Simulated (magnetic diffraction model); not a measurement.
# Magnetic neutron pattern of NaCrI₅

Space group Pmc2_1 (no. 26), a = 7.7360 Å, b = 10.5610 Å, c = 13.5560 Å.

```
site  atom       x       y       z
  4c     I  0.7260  0.5365  0.9172
  2b     I     1/2  0.7548  0.4536
  2a     I       0  0.1480  0.9196
  4c     I  0.2531  0.2912  0.7384
  2a     I       0  0.1589  0.5658
  2b     I     1/2  0.4426  0.1912
  4c     I  0.7722  0.0490  0.2376
  2a    Cr       0  0.1196  0.7400
  2b    Cr     1/2  0.4296  0.8365
  2a    Na       0  0.6161  0.6358
  2b    Na     1/2  0.1222  0.4891
```

The compound is invented for this exercise: a known structure type with other elements, its cell scaled to their sizes and not relaxed.

Only Cr is taken to order (form factors of Cr4+); orders and moment sizes are assumed, and not adapted to the symmetry. Radiation: neutrons of λ = 4.2 Å, 3° to 60°; isotropic B of 0.66 Å² (I), 0.77 Å² (Cr) and 0.77 Å² (Na). Simulated constant-wavelength pattern: nuclear and magnetic terms add, the magnetic one as |2.695 fm × Σ f S⊥ exp(2πi Q·r) exp(−B s²)|², summed over all Q at one angle with the factor 1/(sin²θ cos θ). For collinear order S is the moment m, which repeats by lattice and centring translations R with the sign exp(−2πi k·R). Free-ion form factors, Sears's scattering lengths of 1992, no absorption; a label names one of the reflections at its angle. The strongest nuclear line in the range is 100, and lines under 0.2 are left out.

Assume the order k = (0 0 0), collinear moments along [010], 0.94 μB on Cr; signs + at (0, 0.1196, 0.7400), + at (1/2, 0.4296, 0.8365), + at (1/2, 0.5704, 0.3365), + at (0, 0.8804, 0.2400).

Predict the pattern, nuclear and magnetic parts apart.

```
2θ (°)    index  nuclear  magnetic
 22.94  (0 1 0)      3.5       0.0
 29.20  (0 1 1)    100.0       1.9
 36.10  (0 0 2)     37.7       4.0
 39.33  (1 1 0)     90.3       4.3
 43.20  (0 1 2)     18.2       1.3
 43.49  (1 1 1)     11.8       0.5
 46.87  (0 2 0)      7.8       0.0
 48.65  (1 0 2)     20.9       2.1
 50.53  (0 2 1)      5.5       0.1
 54.44  (1 1 2)     30.6       3.8
 57.57  (1 2 0)      4.0       0.1
```

The strongest magnetic line in the range is (1 1 0) at 39.33° (4.3). On top of the Lorentz factor, which all lines share, magnetic lines fade with angle because f falls: for Cr4+ it is 0.91, 0.70, 0.47 and 0.14 at sin θ/λ = 0.1, 0.2, 0.3 and 0.5 Å⁻¹, while nuclear lengths stay constant. The net moment is 3.76 μB a primitive cell.

[Logs are printed without paths, hosts, clocks, repeated set-up lines and the standing remarks that a program may print on its own settings, such as how far it seeks lower states.]
